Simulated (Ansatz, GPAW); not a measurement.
**A 2-layer slab of Re(0001): work function by functional and basis**

Aim: the work function of both faces of a 2-layer slab of Re(0001), and its spread over functionals and bases.

Program: GPAW 26.7.0 and Ansatz 0.2.0. Level of theory: Ansatz plane waves; slab in vacuum with a dipole correction, relaxation, in the first sound run; inputs show where later runs differ. Results are calculated unless marked as measured.

## 1. The starting structure

The cell holds 2 atoms: 2 Re. Cell: a = 2.760 Å, b = 2.760 Å, c = 18.229 Å, α = 90.0°, β = 90.0°, γ = 60.0°. Vacuum lies along c.

## 2. Relaxation

Forces are removed first; all later runs use this geometry. The lowest 1 atoms are held at bulk positions and keep their forces.

File input.yaml:

```yaml
crystal:
  lattice:
    - [2.76, 0.0, 0.0]
    - [1.38, 2.3902301144, 0.0]
    - [0.0, 0.0, 18.2287]
  atoms:
    - { symbol: Re, position: [0.6666666667, 0.6666666667, 0.4388683779] }
    - { symbol: Re, position: [0.0, 0.0, 0.5611316221] }
kpoints:
  mp_grid: { grid: [13, 13, 1] }
hamiltonian:
  xc: pbe
scf:
  occupations: { method: fermi_dirac, width: 0.1 }
efield:
  axis: 3
  dipole_correction: true
  ramp_width: 0.05
relax:
  f_tol: 0.02
  max_steps: 60
  constraints: [{ sites: [0] }]
output:
  write_potential: true
  write_density: true
  volumetric_format: npy
```

The run is started by

```bash
$ ansatz run input.yaml --threads 2 --pin off --max-ram 4096MiB --backend cpu --events-out ev --progress --plain --runs-dir out
```

Numbers of over 12 decimals in the logs are rounded to 6 here.

Output:

```text
Engine: ansatz 0.2.0, x86_64-unknown-linux-gnu
Pseudopotentials: kind: paw
Pseudopotential: Re, paw, valence charge 15, recommended cutoff 420 eV (normal), Re.paw.azcp
Functional definition: PBE
  parameter kappa = 0.804
  parameter beta = 0.066725
  exchange = pbe_x(kappa = kappa, mu = beta*pi^2/3)
  correlation = pbe_c(beta = beta)
Crystal: 2 atoms, lattice volume = 120.255 Å³
Basis set: ecut = 420 eV, 2359 PW (Γ), exchange–correlation on 40×40×250 points (8 copies of the dense FFT grid, shifted against one another)
Bands: 19, of which v1, the nominal top of the filled ones, is band 15 counted from 1 (14 counted from 0)
Symmetry: 6 space group operations
k-points: 21 of 169 (time reversal used)
Non-local potential: Re, projectors of the file, l = 0: 3, l = 1: 2, l = 2: 2, l = 3: 1
PAW form: soft (Blöchl's): semilocal exchange-correlation on the pseudo side does not see the compensation charge
PAW one-centre angular grid: Re, 590 points (default); XC on 64 Gauss nodes
Initial density: superposition of atomic densities (neutral atoms: chi_scale 0, normalization atom), corrected by the library's trained network
Initial wavefunctions: pseudopotential atomic-orbital guess
Functional: x = pbe(κ = 0.804, μ = 0.219515), c = pbe(β = 0.066725)
SCF iter   1: F=—  HF=-21733.874581 eV  |F-HF|=—  |Δ(HF+E_count)|=         —  Δρ=5.83e-3  dr2=1.67e-1  ethr=1.77e-3  p=0.000 e·Å  D=1.70e-14 V/Å  ΔV_dip=-0.00 eV  dr2_dipole=1.70e-7  V_vac-E_F(+/−)=5.33/5.33 eV  ⟨swp⟩=7.0  Hψ=2101  notcnv=0
efield: sawtooth ramp at fractional position 0.9750 (placed from the atoms, in the widest stretch of the axis that holds none; the zero of the levels goes with the place), width 0.0500; the density the first Hamiltonian is built on has a dipole p = 0.000 e·Å; the dipole correction subtracts the counter field D = 1.70e-14 V/Å, which shifts the + side's vacuum level by -0.00 eV against the − side's; the planar-averaged density in the ramp window peaks in size at 1.2e-5 e/Å³
preconditioner: auto → LDOS  [metal: Δε(μ)=0.018 eV  Ē_g=4.939 eV  σ=0.100 eV  W_gap=0.05  n_scr=12 (ndim 8)  ℏωp=12.7 eV  f_vac=0.646  D(μ)=2.57/eV (n_scr^D=10)  β→1.0]
SCF iter   2: F=—  HF=-21733.868383 eV  |F-HF|=—  |Δ(HF+E_count)|=   6.20e-3  Δρ=5.03e-3  dr2=1.07e-1  ethr=5.57e-4  p=0.000 e·Å  D=4.99e-5 V/Å  ΔV_dip=-0.00 eV  dr2_dipole=3.59e-6  V_vac-E_F(+/−)=5.11/5.11 eV  ⟨swp⟩=2.6  Hψ=864  notcnv=0
SCF iter   3: F=—  HF=-21733.852863 eV  |F-HF|=—  |Δ(HF+E_count)|=   1.55e-2  Δρ=8.01e-4  dr2=1.71e-3  ethr=3.55e-4  p=-0.000 e·Å  D=-8.22e-6 V/Å  ΔV_dip=0.00 eV  dr2_dipole=1.15e-7  V_vac-E_F(+/−)=5.18/5.18 eV  ⟨swp⟩=2.0  Hψ=630  notcnv=0
SCF iter   4: F=—  HF=-21733.853057 eV  |F-HF|=—  |Δ(HF+E_count)|=   1.94e-4  Δρ=2.25e-4  dr2=7.90e-5  ethr=5.69e-6  p=-0.000 e·Å  D=-2.66e-6 V/Å  ΔV_dip=0.00 eV  dr2_dipole=1.73e-11  V_vac-E_F(+/−)=5.15/5.15 eV  ⟨swp⟩=2.8  Hψ=708  notcnv=0
iter 5 did not close the SCF: its close was put off for the readings that it lacked (scf_convergence_deferred on its scf_iter line)
SCF iter   5: F=-21733.853073 eV  HF=-21733.853072 eV  |F-HF|=9.96e-7  |Δ(HF+E_count)|=   1.49e-5  Δρ=5.83e-5  dr2=5.09e-6  ethr=2.63e-7  p=-0.000 e·Å  D=-1.03e-5 V/Å  ΔV_dip=0.00 eV  dr2_dipole=1.65e-9  V_vac-E_F(+/−)=5.14/5.14 eV  ⟨swp⟩=2.7  Hψ=671  notcnv=0
SCF iter   6: F=-21733.853074 eV  HF=-21733.853074 eV  |F-HF|=2.64e-7  |Δ(HF+E_count)|=   2.04e-6  Δρ=1.36e-5  dr2=5.38e-7  ethr=1.70e-8  p=-0.000 e·Å  D=-2.15e-6 V/Å  ΔV_dip=0.00 eV  dr2_dipole=7.21e-11  V_vac-E_F(+/−)=5.14/5.14 eV  ⟨swp⟩=10.8  Hψ=3622  notcnv=0
SCF 1 converged in 6 iterations: F = -21733.853074 eV  dr2 = 5.38e-7
  greatest PAW one-centre occupation: 1.000 electrons in one spin orbital (limit 2), on the Re atom at site 1 (counted from 0), in its partial waves of l = 0
relax step   1: F+E_penalty+E_count = -21733.85307427 eV  Δ(F+E_penalty+E_count) = +0.000e0 eV  max|allowed force component| = 1.751e0 eV/Å  Δτ_max = 0.0000 Å  (6 SCF iters, dr2 threshold 1.00e-5 eV, accepted)
Initial density: handed on by an earlier stage of this run
Initial wavefunctions: those handed on with the density
SCF iter   1: F=—  HF=-21734.135083 eV  |F-HF|=—  |Δ(HF+E_count)|=         —  Δρ=1.50e-2  dr2=1.05e0  ethr=3.10e-3  p=-0.000 e·Å  D=-2.55e-6 V/Å  ΔV_dip=0.00 eV  dr2_dipole=1.30e-1  V_vac-E_F(+/−)=5.25/5.25 eV  ⟨swp⟩=5.9  Hψ=1717  notcnv=0
efield: sawtooth ramp at fractional position 0.9750 (handed on by an earlier solve), width 0.0500; the density the first Hamiltonian is built on has a dipole p = -0.000 e·Å; the dipole correction subtracts the counter field D = -2.55e-6 V/Å, which shifts the + side's vacuum level by +0.00 eV against the − side's; the planar-averaged density in the ramp window peaks in size at 1.0e-6 e/Å³
preconditioner: auto → LDOS  [metal: Δε(μ)=0.128 eV  Ē_g=5.324 eV  σ=0.100 eV  W_gap=0.30  n_scr=12 (ndim 8)  ℏωp=12.7 eV  f_vac=0.659  D(μ)=1.82/eV (n_scr^D=8)  β→1.0]
SCF iter   2: F=—  HF=-21734.101718 eV  |F-HF|=—  |Δ(HF+E_count)|=   3.34e-2  Δρ=1.06e-2  dr2=4.65e-1  ethr=3.10e-3  p=0.002 e·Å  D=3.43e-3 V/Å  ΔV_dip=-0.06 eV  dr2_dipole=7.31e-3  V_vac-E_F(+/−)=4.72/4.79 eV  ⟨swp⟩=2.0  Hψ=792  notcnv=0
SCF iter   3: F=—  HF=-21734.030402 eV  |F-HF|=—  |Δ(HF+E_count)|=   7.13e-2  Δρ=2.06e-3  dr2=1.92e-2  ethr=1.55e-3  p=0.002 e·Å  D=2.87e-3 V/Å  ΔV_dip=-0.05 eV  dr2_dipole=3.03e-4  V_vac-E_F(+/−)=4.90/4.95 eV  ⟨swp⟩=2.2  Hψ=646  notcnv=0
SCF iter   4: F=—  HF=-21734.026845 eV  |F-HF|=—  |Δ(HF+E_count)|=   3.56e-3  Δρ=7.25e-4  dr2=9.20e-4  ethr=6.40e-5  p=0.001 e·Å  D=2.17e-3 V/Å  ΔV_dip=-0.04 eV  dr2_dipole=3.72e-5  V_vac-E_F(+/−)=4.86/4.90 eV  ⟨swp⟩=3.0  Hψ=816  notcnv=0
SCF iter   5: F=—  HF=-21734.027010 eV  |F-HF|=—  |Δ(HF+E_count)|=   1.66e-4  Δρ=2.55e-4  dr2=2.07e-4  ethr=3.07e-6  p=0.001 e·Å  D=1.13e-3 V/Å  ΔV_dip=-0.02 eV  dr2_dipole=2.21e-5  V_vac-E_F(+/−)=4.84/4.86 eV  ⟨swp⟩=2.7  Hψ=718  notcnv=0
SCF iter   6: F=-21734.026997 eV  HF=-21734.027020 eV  |F-HF|=2.36e-5  |Δ(HF+E_count)|=   1.02e-5  Δρ=8.34e-5  dr2=3.41e-5  ethr=3.33e-7  p=0.000 e·Å  D=6.38e-4 V/Å  ΔV_dip=-0.01 eV  dr2_dipole=1.39e-6  V_vac-E_F(+/−)=4.83/4.84 eV  ⟨swp⟩=12.8  Hψ=3926  notcnv=0
SCF 2 converged in 6 iterations: F = -21734.026997 eV  dr2 = 3.41e-5
  greatest PAW one-centre occupation: 1.000 electrons in one spin orbital (limit 2), on the Re atom at site 0 (counted from 0), in its partial waves of l = 0
relax step   2: F+E_penalty+E_count = -21734.02699665 eV  Δ(F+E_penalty+E_count) = -1.739e-1 eV  max|allowed force component| = 3.411e-1 eV/Å  Δτ_max = 0.1950 Å  (6 SCF iters, dr2 threshold 1.00e-4 eV, accepted)
SCF iter   1: F=—  HF=-21734.032626 eV  |F-HF|=—  |Δ(HF+E_count)|=         —  Δρ=2.00e-3  dr2=1.87e-2  ethr=5.17e-4  p=0.000 e·Å  D=6.38e-4 V/Å  ΔV_dip=-0.01 eV  dr2_dipole=2.72e-3  V_vac-E_F(+/−)=4.82/4.83 eV  ⟨swp⟩=2.3  Hψ=968  notcnv=0
efield: sawtooth ramp at fractional position 0.9750 (handed on by an earlier solve), width 0.0500; the density the first Hamiltonian is built on has a dipole p = 0.000 e·Å; the dipole correction subtracts the counter field D = 6.38e-4 V/Å, which shifts the + side's vacuum level by -0.01 eV against the − side's; the planar-averaged density in the ramp window peaks in size at 1.0e-6 e/Å³
preconditioner: auto → LDOS  [metal: Δε(μ)=0.040 eV  Ē_g=5.212 eV  σ=0.100 eV  W_gap=0.10  n_scr=12 (ndim 8)  ℏωp=12.7 eV  f_vac=0.656  D(μ)=2.24/eV (n_scr^D=10)  β→1.0]
SCF iter   2: F=—  HF=-21734.031532 eV  |F-HF|=—  |Δ(HF+E_count)|=   1.09e-3  Δρ=1.26e-3  dr2=5.81e-3  ethr=6.22e-5  p=0.000 e·Å  D=3.66e-4 V/Å  ΔV_dip=-0.01 eV  dr2_dipole=1.02e-5  V_vac-E_F(+/−)=4.86/4.87 eV  ⟨swp⟩=2.0  Hψ=730  notcnv=0
SCF iter   3: F=—  HF=-21734.030745 eV  |F-HF|=—  |Δ(HF+E_count)|=   7.86e-4  Δρ=2.87e-4  dr2=5.01e-4  ethr=1.94e-5  p=0.000 e·Å  D=1.92e-4 V/Å  ΔV_dip=-0.00 eV  dr2_dipole=3.82e-5  V_vac-E_F(+/−)=4.85/4.85 eV  ⟨swp⟩=3.1  Hψ=776  notcnv=0
SCF iter   4: F=—  HF=-21734.030691 eV  |F-HF|=—  |Δ(HF+E_count)|=   5.47e-5  Δρ=1.01e-4  dr2=5.03e-5  ethr=1.67e-6  p=0.000 e·Å  D=7.53e-5 V/Å  ΔV_dip=-0.00 eV  dr2_dipole=7.71e-6  V_vac-E_F(+/−)=4.86/4.86 eV  ⟨swp⟩=2.3  Hψ=560  notcnv=0
SCF iter   5: F=-21734.030694 eV  HF=-21734.030694 eV  |F-HF|=6.55e-7  |Δ(HF+E_count)|=   3.67e-6  Δρ=3.08e-5  dr2=1.89e-6  ethr=2.42e-8  p=0.000 e·Å  D=3.90e-5 V/Å  ΔV_dip=-0.00 eV  dr2_dipole=5.70e-9  V_vac-E_F(+/−)=4.86/4.86 eV  ⟨swp⟩=13.4  Hψ=3709  notcnv=0
SCF 3 converged in 5 iterations: F = -21734.030694 eV  dr2 = 1.89e-6
relax step   3: F+E_penalty+E_count = -21734.03069361 eV  Δ(F+E_penalty+E_count) = -3.697e-3 eV  max|allowed force component| = 2.993e-2 eV/Å  Δτ_max = 0.0237 Å  (5 SCF iters, dr2 threshold 7.27e-6 eV, accepted)
SCF iter   1: F=—  HF=-21734.030711 eV  |F-HF|=—  |Δ(HF+E_count)|=         —  Δρ=1.80e-4  dr2=1.47e-4  ethr=4.38e-6  p=0.000 e·Å  D=3.90e-5 V/Å  ΔV_dip=-0.00 eV  dr2_dipole=2.07e-5  V_vac-E_F(+/−)=4.86/4.86 eV  ⟨swp⟩=2.0  Hψ=868  notcnv=0
efield: sawtooth ramp at fractional position 0.9750 (handed on by an earlier solve), width 0.0500; the density the first Hamiltonian is built on has a dipole p = 0.000 e·Å; the dipole correction subtracts the counter field D = 3.90e-5 V/Å, which shifts the + side's vacuum level by -0.00 eV against the − side's; the planar-averaged density in the ramp window peaks in size at 1.0e-6 e/Å³
preconditioner: auto → LDOS  [metal: Δε(μ)=0.054 eV  Ē_g=5.223 eV  σ=0.100 eV  W_gap=0.13  n_scr=12 (ndim 8)  ℏωp=12.7 eV  f_vac=0.656  D(μ)=2.23/eV (n_scr^D=10)  β→1.0]
SCF iter   2: F=—  HF=-21734.030702 eV  |F-HF|=—  |Δ(HF+E_count)|=   8.82e-6  Δρ=1.17e-4  dr2=5.30e-5  ethr=4.91e-7  p=0.000 e·Å  D=2.34e-5 V/Å  ΔV_dip=-0.00 eV  dr2_dipole=5.85e-7  V_vac-E_F(+/−)=4.86/4.86 eV  ⟨swp⟩=2.0  Hψ=722  notcnv=0
SCF iter   3: F=—  HF=-21734.030725 eV  |F-HF|=—  |Δ(HF+E_count)|=   2.27e-5  Δρ=3.04e-5  dr2=5.06e-6  ethr=1.77e-7  p=0.000 e·Å  D=3.38e-5 V/Å  ΔV_dip=-0.00 eV  dr2_dipole=1.48e-7  V_vac-E_F(+/−)=4.86/4.86 eV  ⟨swp⟩=3.2  Hψ=788  notcnv=0
SCF iter   4: F=—  HF=-21734.030724 eV  |F-HF|=—  |Δ(HF+E_count)|=   6.27e-7  Δρ=9.21e-6  dr2=3.56e-7  ethr=1.69e-8  p=0.000 e·Å  D=2.47e-5 V/Å  ΔV_dip=-0.00 eV  dr2_dipole=2.29e-8  V_vac-E_F(+/−)=4.86/4.86 eV  ⟨swp⟩=2.0  Hψ=548  notcnv=0
SCF iter   5: F=-21734.030724 eV  HF=-21734.030724 eV  |F-HF|=1.63e-8  |Δ(HF+E_count)|=   7.16e-8  Δρ=2.24e-6  dr2=5.82e-9  ethr=3.33e-10  p=0.000 e·Å  D=1.29e-5 V/Å  ΔV_dip=-0.00 eV  dr2_dipole=2.61e-10  V_vac-E_F(+/−)=4.86/4.86 eV  ⟨swp⟩=11.8  Hψ=3167  notcnv=0
SCF 4 converged in 5 iterations: F = -21734.030724 eV  dr2 = 5.82e-9
relax step   4: F+E_penalty+E_count = -21734.03072417 eV  Δ(F+E_penalty+E_count) = -3.056e-5 eV  max|allowed force component| = 3.440e-4 eV/Å  Δτ_max = 0.0020 Å  (5 SCF iters, accepted)
NSCF: frozen V_eff on 21 k-points
the band table was solved once a step of the walk had ended and its energy, with any forces and stress, was formed, with the checks that follow a solve (2575 applications of the Hamiltonian). They found nothing against the state; the energy, forces and stress were not computed again (output.eigenvalues in the input reference)
WARN: The input density's exchange-correlation potential varies sharply where the density is thin. Do not read a vacuum level from v_tot or v_xc, or from such a field of the output density. On a cell that repeats whose density bears no net charge and no dipole along the vacuum's axis use v_es (v_loc + v_h of the components); under efield.dipole_correction with no amplitude use v_es + v_field, which holds any external [...]
SCF converged after 5 iterations
Free energy (F): -21734.030724 eV
Harris-Foulkes:  -21734.030724 eV  (|F-HF|=1.63e-8)
Internal energy: -21733.959426 eV  (E = F + TS)
E sigma→0 (E₀):  -21733.995075 eV
Entropy (-TS):   -0.071298 eV (-35.649 meV/atom)
Fermi energy:    2.270916 eV
Dipole field:    D = -0.000015 V/Å  (p = -0.000010 e·Å, saw-weighted, corrected)
Work function:   Φ+ = 4.8587 eV   Φ− = 4.8585 eV
Levels:          The Fermi level and band energies are counted from a zero that moves with the ramp; work functions are not
--- Per-component energies (eV) ---
  E_band       = -785.747215
  E_kinetic    = 1077.529633
  E_local      = -24826.788225  (includes V_loc(G=0)·N_el)
  E_nonlocal   = 100.297859
  E_hartree    = 11877.289640
  E_xc         = -804.582289
  E_vxc        = -603.699143  (∫ρ·V_xc dr)
  E_paw        = -17318.665592  (= ΣΔE_a)
  E_vpaw       = -287.660856  (= ΣTr[D̂ρ^β])
  E_aug_tail   = -0.000149  (compensation charges beyond the density's cutoff)
  E_efield     = 0.000000  (sawtooth field / dipole correction)
  E_vefield    = -0.000039  (∫n·V_field dr)
  E_ewald      = 8160.959698
  E_smearing   = -0.071298  (= −TS)
  E_closure    = 0.000000  (closes the sum)
  Σ components = -21734.030724   (vs F -21734.030724, Δ=0.00e0)
--- Forces (eV/Å), atoms counted from 1 ---
  atom   1  Re     0.00000000     0.00000000    -0.00030206
  atom   2  Re    -0.00000000    -0.00000000     0.00034400
  max |Σ_I F_I| component: 4.19e-5 eV/Å
--- Band table (eV; the first three rows and the last of 21) ---
  k-point 0: bands = [... 11 lower, 0.8091, 0.8962, 0.9112, 1.0959, 1.0959, 3.1984, 3.8701, 3.8701]
  k-point 1: bands = [... 11 lower, 0.4973, 1.0011, 1.0647, 1.2536, 1.4484, 2.7754, 3.7967, 3.8091]
  k-point 2: bands = [... 11 lower, 0.0250, 1.1309, 1.4357, 1.5965, 1.7520, 2.2108, 3.7364, 3.8823]
  k-point 20: bands = [... 11 lower, 0.2403, 0.5665, 0.9872, 1.2347, 4.0888, 4.7493, 5.2120, 9.3618]
--- Relaxed structure (4 steps of the walk, 4 accepted, 0 SCFs on fresh bases) ---
  F+E_penalty+E_count = -21734.03072417 eV   max|allowed force component| = 3.440e-4 eV/Å
  atoms:
    - { symbol: Re, position: [0.666667, 0.666667, 0.438868] }
    - { symbol: Re, position: [-2.323668420490459e-18, 0, 0.551625] }
```

Elapsed: 3.8 s, on 2 threads of Intel Xeon 6975P-C (Granite Rapids), shared host; peak memory 0.47 GiB.

The steps of the relaxation:

| step | energy less that of the first step (eV) | largest force component (eV/Å) |
| --- | --- | --- |
| 1 | 0.0000 | 1.7511 |
| 2 | -0.1739 | 0.3411 |
| 3 | -0.1776 | 0.0299 |
| 4 | -0.1777 | 0.0003 |

Forces are held to the 6 operations that the run works with; a distortion that breaks them can't arise in this run.

The atoms that moved most (Å):

| atom | dx | dy | dz | length |
| --- | --- | --- | --- | --- |
| Re2 | 0.000 | 0.000 | -0.173 | 0.173 |

The relaxed structure:

```cif
data_structure
_symmetry_space_group_name_H-M 'P 1'
_symmetry_Int_Tables_number 1
_cell_length_a 2.7600
_cell_length_b 2.7600
_cell_length_c 18.2287
_cell_angle_alpha 90.000
_cell_angle_beta 90.000
_cell_angle_gamma 60.000
_cell_volume 120.26
loop_
_atom_site_label
_atom_site_type_symbol
_atom_site_fract_x
_atom_site_fract_y
_atom_site_fract_z
_atom_site_occupancy
Re1 Re 0.66667 0.66667 0.43887 1
Re2 Re 0.00000 0.00000 0.55162 1
```

Numbers from this step:

```yaml
free_energy: -21734.0307 eV
smearing_term_ts: 0.07130 eV
symmetry_operations: 6
upper_work_function: 4.859 eV
lower_work_function: 4.858 eV
dipole_along_the_normal: -1.01e-5 e·Å
dipole_field: -1.51e-5 V/Å
vacuum_level_above: 7.130 eV
vacuum_level_below: 7.129 eV
```

Electrostatic potential energy of an electron (with the applied field's), less the Fermi level, planar mean against z:

z (Å), electrostatic potential energy of an electron (with the applied field's), less the Fermi level, planar mean (eV) and a bar from the least value:
```
      0.0        4.9 ##############################
      0.5        4.9 ##############################
      1.0        4.9 ##############################
      1.5        4.9 ##############################
      2.0        4.9 ##############################
      2.5        4.9 ##############################
      3.0        4.9 ##############################
      3.5        4.9 ##############################
      4.0        4.9 ##############################
      4.5        4.8 ##############################
      5.0        4.8 ##############################
      5.5        4.7 ##############################
      6.0        4.4 ##############################
      6.5        3.1 ############################
      7.0       -1.1 ########################
      7.5      -15.1 #########
      8.0      -24.1 
      8.5      -15.5 #########
      9.0       -4.1 #####################
      9.5      -13.8 ###########
     10.0      -23.9 
     10.5      -16.9 ########
     11.0       -2.2 #######################
     11.5        2.9 ############################
     12.0        4.3 #############################
     12.5        4.7 ##############################
     13.0        4.8 ##############################
     13.5        4.8 ##############################
     14.0        4.9 ##############################
     14.5        4.9 ##############################
     15.0        4.9 ##############################
     15.5        4.9 ##############################
     16.0        4.9 ##############################
     16.5        4.9 ##############################
     17.0        4.9 ##############################
     17.5        4.9 ##############################
     18.0        4.9 ##############################
```

Table of valence density, planar mean by z:

z (Å), valence density, planar mean (e/Å³) and a bar:
```
        4       0.00 
        5       0.00 
        6       0.02 
        7       0.22 ####
        8       1.81 ##############################
        9       0.49 ########
       10       1.79 ##############################
       11       0.27 #####
       12       0.02 
       13       0.00 
       14       0.00
```

The relaxation lowered the energy of the cell by 0.178 eV.

[end of part 1 of 3]

[Logs are printed without paths, hosts, clocks, repeated set-up lines and the standing remarks that a program may print on its own settings, such as how far it seeks lower states.]

[Hosts, paths, dates, database ids (printed as entryN), source tags and the programs' standing remarks are cut or masked in the printed files.]
